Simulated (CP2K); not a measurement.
Two runs for the C K edge of formaldehyde. Run A: CP2K XAS_TDP, all-electron GAPW, PBEh(45%), aug-cc-pVTZ, TDA, no relativity. Run B differs in one setting.

First lines with a strength over 0.0015. A:

| atom | energy (eV) | states | strength, one atom |
| --- | --- | --- | --- |
| C1 (bonded to O and 2 H) | 280.92 | 1 | 0.0686 |
|  | 286.08 | 1 | 0.0097 |
|  | 286.96 | 1 | 0.0283 |
|  | 287.86 | 1 | 0.0084 |
|  | 288.55 | 1 | 0.0054 |

B:

| atom | energy (eV) | states | strength, one atom |
| --- | --- | --- | --- |
| C1 (bonded to O and 2 H) | 282.86 | 1 | 0.0724 |
|  | 288.05 | 1 | 0.0112 |
|  | 288.92 | 1 | 0.0345 |
|  | 289.93 | 1 | 0.0091 |
|  | 290.69 | 1 | 0.0051 |

**Question.** Which was it: GW2X switched on, scalar relativity switched on, the functional, the basis?

The functional (functional from PBEh(45%) to BHandHLYP; the lines alone don't name the new value). A functional moves all lines by electronvolts and changes their spacings and strengths. Against PBEh(45%) in aug-cc-pVTZ, the leading line moves by +1.94 eV, to 282.86 eV; the strength of C1's goes from 0.0686 to 0.0724.

[Hosts, paths, dates, database ids (printed as entryN), source tags and the programs' standing remarks are cut or masked in the printed files.]
